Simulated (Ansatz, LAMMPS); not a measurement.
**Relaxing aqueous H3O+ and HSO4-, 2.1 mol of acid per kg of water, from a frame at 280 K (182 atoms)**

Wanted: the relaxed structure of aqueous H3O+ and HSO4-, 2.1 mol of acid per kg of water, from a frame at 280 K (182 atoms) and its electronic structure.

Calculated with Ansatz 0.2.0; Kohn-Sham DFT, PBE+D4, PAW (set soft_2), plane waves.

## 1. Starting point

The cell holds 182 atoms: 64 O, 2 S and 116 H. Cell: a = 12.156 Å, b = 12.156 Å, c = 12.156 Å, α = 90.0°, β = 90.0°, γ = 90.0°. 54 H2O, 2 H3O+, 2 HSO4- placed at random, at 1.11 g/cm³; overlaps pushed apart, then 10 ps at 420 K with MMFF94 bonds, angles, torsions, charges and radii (Halgren, J. Comput. Chem. 17, 490 (1996)) in harmonic and 12-6 forms; SPC/E water (Berendsen, Grigera and Straatsma, J. Phys. Chem. 91, 6269 (1987)). Snapshot after 20 ps at 280 K and fixed volume.

Before any run, some limits are plain. The network of contacts between molecules at the start is that of the classical potential that made the cell. The density was typed from a rule of thumb and may lie off the real one at this temperature. The Brillouin zone is sampled at Γ only, in a cell whose shortest periodic width is 12 Å.

## 2. Single point at the start

The forces at the start show how far the geometry lies from a minimum of this functional.

input.yaml

```yaml
crystal:
  lattice:
    - [12.15575, 0.0, 0.0]
    - [0.0, 12.15575, 0.0]
    - [0.0, 0.0, 12.15575]
  atoms:
    - { symbol: O, position: [0.6689, 0.30528, 0.47736] }
    - { symbol: S, position: [0.74906, 0.37852, 0.55187] }
    - { symbol: O, position: [0.68315, 0.46918, 0.58865] }
    - { symbol: O, position: [0.8362, 0.41067, 0.48583] }
    [... 172 atom lines left out ...]
    - { symbol: O, position: [0.81607, 0.68733, 0.07741] }
    - { symbol: H, position: [0.80594, 0.72732, 0.14859] }
    - { symbol: H, position: [0.8958, 0.67012, 0.06674] }
    - { symbol: O, position: [0.07608, 0.75633, 0.22235] }
    - { symbol: H, position: [0.03649, 0.77853, 0.29096] }
    - { symbol: H, position: [0.0369, 0.69302, 0.18736] }
kpoints:
  mp_grid: { grid: [1, 1, 1] }
hamiltonian:
  xc: pbe
  dispersion: d4
scf:
  occupations: { method: fixed }
output:
  forces: true
  stress: true
  populations: true
  dos:
    method: { smearing: { sigma: 0.1 } }
    de: 0.1
    projected: { site_lists: { H: [H], O: [O], S: [S] } }
  eigenvalues: true
```

Launch:

```console
$ ansatz run input.yaml --threads 4 --pin off --max-ram 8192MiB --backend cpu --events-out ev --progress --plain --runs-dir out
```

The job ended after 22 s (4 threads of Intel Xeon Platinum 8488C (Sapphire Rapids), shared host; peak memory 2.6 GiB; 83 s of CPU time).

Read from the output:

```yaml
free_energy: -39984.4852 eV
free_energy_per_atom: -219.6950 eV/atom
scf_cycles: 9
pressure: -0.917 GPa
r_m_s_force_component: 0.6682 eV/Å
longest_force: 5.058 eV/Å
fermi_energy: -1.795 eV
spacing_of_highest_filled_and_lowest_empty_level: 4.155 eV
spilling_of_the_projection: 0.01205
```

The r.m.s. force component of 0.67 eV/Å and the pressure of -0.92 GPa set the starting point.

Neighbours are counted within 1.21 Å (H-O), 2.02 Å (O-S).

Length of the force by element and coordination:

```
element  coordination  atoms  mean length of the force (eV/Å)  spread  least  most
      H           all    116                            0.954   0.345  0.205  2.59
      O           all     64                            0.899   0.682  0.245  5.06
      O             1      6                             2.17    1.40  0.463  5.06
      O             2     56                            0.752   0.340  0.245  1.96
      O             3      2                             1.21   0.480  0.728  1.69
      S           all      2                             4.63   0.239   4.39  4.87
```

## 3. Relaxation

The atoms are relaxed in the fixed cell, aiming at the force tolerance of the input.

input.yaml, the sections that differ from step 2:

```yaml
output:
  forces: true
relax:
  f_tol: 0.05
  max_steps: 200
# crystal, kpoints, hamiltonian, scf: as in step 2
```

Wall time 7.1 min (4 threads); peak memory 2.3 GiB.

Relaxation path (22 of 40):

```
step  energy less that of the first step (eV)  largest force component (eV/Å)
   1                                   0.0000                          4.2066
   3                                  -7.3949                          1.6828
   5                                  -9.2932                          0.8098
   7                                  -9.9361                          1.2589
   8                                 -10.1980                          1.0739
  10                                 -10.6597                          0.2804
  12                                 -10.9656                          0.2816
  14                                 -11.1053                          0.1415
  16                                 -11.2047                          0.2946
  18                                 -11.3214                          0.3536
  20                                 -11.3953                          0.4836
  21                                 -11.4293                          0.6514
  23                                 -11.6112                          0.2805
  25                                 -11.7887                          0.2390
  27                                 -11.8610                          0.8696
  29                                 -11.9560                          0.3930
  31                                 -11.9781                          0.2397
  33                                 -11.9902                          0.0962
  34                                 -11.9942                          0.2301
  36                                 -12.0078                          0.1607
  38                                 -12.0169                          0.1802
  40                                 -12.0204                          0.0406
```

The atoms that moved most (Å):

```
atom      dx      dy      dz  length
 H26  -1.044  -1.027   2.356   2.775
 H37   0.126   0.819   1.762   1.947
H104  -0.872  -1.515  -0.584   1.843
 H97  -0.372  -0.110   1.642   1.687
O162  -0.253  -1.610  -0.320   1.661
H163  -0.217  -1.569  -0.395   1.633
O132   1.410   0.501  -0.102   1.500
 O93   0.998   0.704   0.861   1.494
```

The relaxation changed the energy by -66.0 meV/atom, and atoms moved by 0.79 Å r.m.s., 2.8 Å at most.

## 4. Local order after relaxation

Bonds before and after, by the cutoffs listed below:

```
pair  bonds before  bonds after  mean before (Å)  mean after (Å)  spread before (Å)  spread after (Å)
 H-O           116          116            0.999           0.997              0.005             0.017
 O-S             8            8            1.474           1.501              0.070             0.037
```

Density 1.11 g/cm³, 9.869 Å³ an atom.

g(r), total and by pair (bins of 0.2 Å):

```
r (Å)  total   H-H   H-O   H-S   O-O    O-S    S-S
 0.90   3.95  0.00  8.80  0.00  0.00   0.00   0.00
 1.10   1.18  0.00  2.63  0.00  0.00   0.00   0.00
 1.30   0.00  0.00  0.00  0.00  0.00   0.00   0.00
 1.50   1.04  1.70  0.43  0.00  0.00  20.05   0.00
 1.70   1.32  0.82  2.21  0.00  0.00   0.00   0.00
 1.90   0.51  0.25  0.91  0.00  0.00   0.00   0.00
 2.10   0.58  1.37  0.02  0.65  0.00   0.00   0.00
 2.30   0.77  1.83  0.04  0.62  0.00   0.00   0.00
 2.50   0.54  0.91  0.03  0.46  1.24   0.00   0.00
 2.70   0.71  0.45  0.08  0.86  3.86   0.00   0.00
 2.90   0.62  0.45  0.70  1.48  0.86   0.00   0.00
 3.10   1.13  0.52  1.96  1.92  0.15   0.00   0.00
 3.30   1.10  0.88  1.50  0.30  0.54   0.00   0.00
 3.50   1.19  1.31  1.23  0.24  0.65   2.29   0.00
 3.70   1.10  1.30  1.03  0.66  0.74   1.20   0.00
 3.90   1.14  1.23  1.06  0.61  1.12   1.48   0.00
 4.10   1.10  1.11  0.99  1.67  1.35   1.66   0.00
 4.30   1.06  0.99  0.98  0.98  1.57   1.24   0.00
 4.50   1.08  1.12  0.95  1.65  1.40   0.28  17.45
 4.70   1.08  1.10  1.04  1.12  1.17   1.02   0.00
 4.90   1.00  0.99  1.06  0.64  0.81   1.18   0.00
 5.10   1.04  0.97  1.13  1.30  0.86   1.07   0.00
 5.30   0.88  0.83  0.95  0.88  0.77   1.20   0.00
 5.50   0.92  0.96  0.94  1.13  0.68   1.29   0.00
 5.70   0.95  0.92  0.96  0.66  1.04   0.69   0.00
 5.90   0.95  0.99  0.91  1.15  0.87   1.60   0.00
```

Bonds by pair of elements; cutoffs follow the first minimum of g(r), held within bounds set by covalent radii, and pairs that aren't listed don't count as bonded:

```
pair A-B  cutoff (Å)  bonds  mean length (Å)  spread (Å)  shortest (Å)  B about A  A about B
     H-O        1.21    116            0.997       0.017         0.974          1       1.81
     O-S        1.98      8             1.50       0.037          1.47      0.125          4
```

How many atoms have how many bonded neighbours:

```
element  mean    1   2  3  4
      H     1  116   0  0  0
      O  1.94    6  56  2  0
      S     4    0   0  0  2
```

Bond angles (no mean is given where the spread exceeds 20°):

```
angle  count  mean (°)  spread (°)
H-O-H     60       106         3.2
O-S-O     12       109         2.9
H-O-S      2       112         1.7
```

Hydrogen bonds between water molecules (O–O under 3.5 Å, H–O···O angle under 30°):

```
hydrogen bonds to other water  molecules
                            0          0
                            1          1
                            2          3
                            3         17
                            4         31
                            5          2
```

Bond length by coordination (bonds to H left out):

```
element  coordination  atoms  mean bond length (Å)
      O             1      6                  1.48
      O             2      2                  1.56
```

Counting bonds as in the table, all H atoms have 1, 88 % of O atoms have 2 and all S atoms have 4 bonded neighbours. The H-O-H angle averages 106° with a spread of 3°. The 54 water molecules hold 3.56 hydrogen bonds each to other water on average, with a mean O–O distance of 2.75 Å.

## 5. Single point at the relaxed geometry

One more single point at the end of the walk gives the fuller output and checks the residual forces.

input.yaml

```yaml
crystal:
  lattice:
    - [12.15575, 0.0, 0.0]
    - [0.0, 12.15575, 0.0]
    - [0.0, 0.0, 12.15575]
  atoms:
    - { symbol: O, position: [0.72406, 0.30869, 0.46055] }
    - { symbol: S, position: [0.77366, 0.37575, 0.5569] }
    - { symbol: O, position: [0.70014, 0.47116, 0.57333] }
    - { symbol: O, position: [0.88536, 0.41434, 0.52245] }
    [... 172 atom lines left out ...]
    - { symbol: O, position: [0.74585, 0.69909, 0.0713] }
    - { symbol: H, position: [0.73498, 0.76733, 0.11492] }
    - { symbol: H, position: [0.82405, 0.67613, 0.08282] }
    - { symbol: O, position: [0.07401, 0.78056, 0.2228] }
    - { symbol: H, position: [0.04145, 0.79599, 0.29742] }
    - { symbol: H, position: [0.03427, 0.71722, 0.19164] }
kpoints:
  mp_grid: { grid: [1, 1, 1] }
hamiltonian:
  xc: pbe
  dispersion: d4
scf:
  occupations: { method: fixed }
output:
  forces: true
  stress: true
  populations: true
  dos:
    method: { smearing: { sigma: 0.1 } }
    de: 0.1
    projected: { site_lists: { H: [H], O: [O], S: [S] } }
  eigenvalues: true
  write_density: true
  write_potential: true
  volumetric_format: npy
  elf: true
```

Wall time 23 s (4 threads); peak memory 2.6 GiB; 85 s of CPU time.

The program notes that the exchange-correlation potential is rough where the density is thin.

Read from the output:

```yaml
free_energy: -39996.5056 eV
free_energy_per_atom: -219.7610 eV/atom
scf_cycles: 9
pressure: -0.2024 GPa
r_m_s_force_component: 0.00887 eV/Å
longest_force: 0.05198 eV/Å
fermi_energy: -2.279 eV
spacing_of_highest_filled_and_lowest_empty_level: 5.009 eV
spilling_of_the_projection: 0.01171
```

Löwdin charges by element and coordination (they lack the spilled electrons, 0.033 e an atom on average):

```
element  coordination  atoms  mean charge (e)  spread   least    most
      H           all    116            0.387  0.0081   0.369   0.413
      O           all     64           -0.685   0.034  -0.771  -0.563
      O             1      6           -0.759  0.0065  -0.771  -0.750
      O             2     56           -0.682  0.0151  -0.726  -0.647
      O             3      2           -0.568  0.0044  -0.572  -0.563
      S           all      2             2.47  0.0048    2.46    2.47
```

States in the cell by windows of 1 eV, zero at the Fermi level; the larger projections on atomic orbitals stand beside the total:

```
from (eV)  to (eV)  total   O p   H s
      -10       -9    3.6   1.7   0.4
       -9       -8    0.4   0.2   0.0
       -8       -7   12.1   8.1   3.0
       -7       -6   84.0  58.3  23.5
       -6       -5   31.9  22.0   7.0
       -5       -4   13.4  10.1   1.5
       -4       -3   44.0  34.7   4.1
       -3       -2   56.4  48.9   2.3
       -2       -1   35.3  33.4   0.4
       -1        0  101.2  99.6   0.5
        0        1    1.7   1.7   0.0
        1        4    0.0   0.0   0.0
        4        5    0.7   0.0   0.4
```

With fixed occupations the program's Fermi level is the highest filled level; weight inside the gap is the broadening of levels at its edges.

Between -23 and -10 eV lie 128 more states.

The levels nearest the highest filled one (over half full), pooled over k-points and spins:

```
level less the highest filled one (eV)  occupation
                                -0.299           2
                                -0.251           2
                                -0.213           2
                                -0.187           2
                               -0.0675           2
                                     0           2
                                  5.01           0
                                  6.31           0
                                  6.37           0
                                  6.43           0
                                  6.45           0
                                  6.51           0
```

Mean Löwdin charges: H +0.39, O -0.69, S +2.47 e (they miss 1.2 % of the electrons, so they add up to more than the cell's charge). The largest share in the top eV of filled states is O p (99 % of the projected weight), and in the lowest eV of empty states H s (69 % of the projected weight).

1 further run on a deliberately doubtful input is not shown.

## 6. What came out

| Property | Result |
| --- | --- |
| energy change in the relaxation | -66.05 meV/atom |
| r.m.s. displacement | 0.79 Å |
| largest displacement | 2.775 Å |
| free energy per atom | -219.7610 eV/atom |
| pressure | -0.2024 GPa |
| r.m.s. force component | 0.00887 eV/Å |
| gap (highest filled to lowest empty level) | 5.009 eV |
| wall time of the 3 DFT runs | 7.8 min |

Relaxation lowers the energy by 66.0 meV/atom and moves atoms by 0.79 Å r.m.s.; the r.m.s. force component goes from 0.67 to 0.0089 eV/Å, the pressure goes from -0.92 to -0.20 GPa, and the gap from 4.16 to 5.01 eV. By the final cutoffs no bond was broken or made. From the first step to the last the energy fell by 12.020 eV, and the largest move was 2.77 Å (H26). The O-S bonds change most in mean length: from 1.474 Å (spread 0.070) to 1.501 Å (spread 0.037). Counting bonds as in the table, all H atoms have 1, 88 % of O atoms have 2 and all S atoms have 4 bonded neighbours. The 54 water molecules hold 3.56 hydrogen bonds each to other water on average, with a mean O–O distance of 2.75 Å. Between filled and empty levels lie 5.01 eV (at Γ alone); a semilocal functional tends to put such gaps too low. In a disordered cell it changes from sample to sample and from frame to frame.

Caveats: The network of contacts between molecules at the start is that of the classical potential that made the cell; in DFT atoms moved by 0.79 Å r.m.s.

[Logs are printed without paths, hosts, clocks, repeated set-up lines and the standing remarks that a program may print on its own settings, such as how far it seeks lower states.]

[Hosts, paths, dates, database ids (printed as entryN), source tags and the programs' standing remarks are cut or masked in the printed files.]

[The MMFF94 radii named for the starting cell were scaled by 0.96; in molecules described by MMFF94, hydrogen bound to N, O or S took a small fixed 12-6 site in their place.]
